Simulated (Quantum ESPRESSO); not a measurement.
Consider TiRe (Pm-3m).

```cif
data_structure
_symmetry_space_group_name_H-M 'P 1'
_symmetry_Int_Tables_number 1
_cell_length_a 3.1180
_cell_length_b 3.1180
_cell_length_c 3.1180
_cell_angle_alpha 90.000
_cell_angle_beta 90.000
_cell_angle_gamma 90.000
_cell_volume 30.31
loop_
_atom_site_label
_atom_site_type_symbol
_atom_site_fract_x
_atom_site_fract_y
_atom_site_fract_z
_atom_site_occupancy
Re1 Re 0.00000 0.00000 0.00000 1
Ti2 Ti 0.50000 0.50000 0.50000 1
```

Absorber: atom 2, with 8 Re at 2.70 Å and 6 Ti at 3.12 Å (cube and octahedron, as in bcc, site symmetry m-3m). Method: Quantum ESPRESSO XSpectra, PBEsol, excited-electron core hole (neutral cell), 8-atom cell with 5.4 Å between holes, 5×5×5 k points, dipole transitions, Lorentzian half width 0.47 eV up to 4 eV, rising linearly to 4 eV at 25 eV, without spin-orbit coupling.

**Question.** Where do the maxima of the Ti K edge fall?

Main maxima up to 30 eV above the zero (height): 0.4 eV (0.42) and 14.6 eV (1.62). A K edge sees empty p states. The first eV above the zero hold little dipole weight, as the lowest empty bands are of d character; the main edge, of 4p character, rises through 0.6 near 6 eV above the zero. The total-energy difference is 4977.54 eV. One term is added: -22.82 eV, since the hole is spin-paired here and a spin-polarised one costs that much less in the free atom (computed apart). The photon energy is then 4954.72 eV. The tabulated edge of the element is 4966 eV. The functional leaves an error in such absolute values: in the free atom PBEsol prices this hole 6.2 eV below PBE (computed apart), and PBE is itself good to a few eV.

The Ti K spectrum (energy from the energy zero of the input (xe0, at the border of filled and empty states); intensity scaled to a mean of 1 over the first 20 eV; the points at xe0, where the cut of filled states can leave a spike, are interpolated):

| E (eV) | intensity |
| --- | --- |
| -2.0 | 0.05 |
| -1.4 | 0.06 |
| -0.8 | 0.11 |
| -0.2 | 0.25 |
| 0.4 | 0.42 |
| 1.0 | 0.33 |
| 1.6 | 0.32 |
| 2.2 | 0.28 |
| 2.8 | 0.34 |
| 3.4 | 0.37 |
| 4.0 | 0.34 |
| 4.6 | 0.39 |
| 5.2 | 0.46 |
| 5.8 | 0.62 |
| 6.4 | 0.70 |
| 7.0 | 0.72 |
| 7.6 | 0.73 |
| 8.2 | 0.75 |
| 8.8 | 0.78 |
| 9.4 | 0.84 |
| 10.0 | 0.93 |
| 10.6 | 1.03 |
| 11.2 | 1.14 |
| 11.8 | 1.25 |
| 12.4 | 1.39 |
| 13.0 | 1.51 |
| 13.6 | 1.58 |
| 14.2 | 1.62 |
| 14.8 | 1.62 |
| 15.4 | 1.61 |
| 16.0 | 1.61 |
| 16.6 | 1.61 |
| 17.2 | 1.60 |
| 17.8 | 1.59 |
| 18.4 | 1.57 |
| 19.0 | 1.55 |
| 19.6 | 1.52 |
| 20.2 | 1.49 |
| 20.8 | 1.46 |
| 21.4 | 1.42 |
| 22.0 | 1.39 |
| 22.6 | 1.37 |
| 23.2 | 1.35 |
| 23.8 | 1.33 |
| 24.4 | 1.32 |
| 25.0 | 1.31 |
| 25.6 | 1.30 |
| 26.2 | 1.30 |
| 26.8 | 1.29 |
| 27.4 | 1.28 |
| 28.0 | 1.28 |
| 28.6 | 1.27 |
| 29.2 | 1.26 |
| 29.8 | 1.26 |
| 30.4 | 1.26 |
| 31.0 | 1.26 |
| 31.6 | 1.25 |

Quadrupole 1s→3d transitions, which feed the pre-edge, are not in the dipole spectrum. The holes are only 5.4 Å apart, so the shape is probably not converged with cell size; no larger cell was run here. Lifetime broadening is put in by hand, and intensities beyond about 20 eV depend on it and on the partial waves. The structure is a published determination, not relaxed.

[Banner, clock and machine lines of the logs are left out without a mark of their own.]

[Logs are printed without paths, hosts, clocks, repeated set-up lines and the standing remarks that a program may print on its own settings, such as how far it seeks lower states.]

[Hosts, paths, dates, database ids (printed as entryN), source tags and the programs' standing remarks are cut or masked in the printed files.]

[Lists of maxima count a maximum above −3 eV only where it reaches 4 % of the highest in the window and stands out from its surroundings by 2 % of it (1.5 % where it reaches 55 %); shoulders and weaker maxima are passed over, and of the rest the first, up to two pre-edge ones and the few strongest are named.]
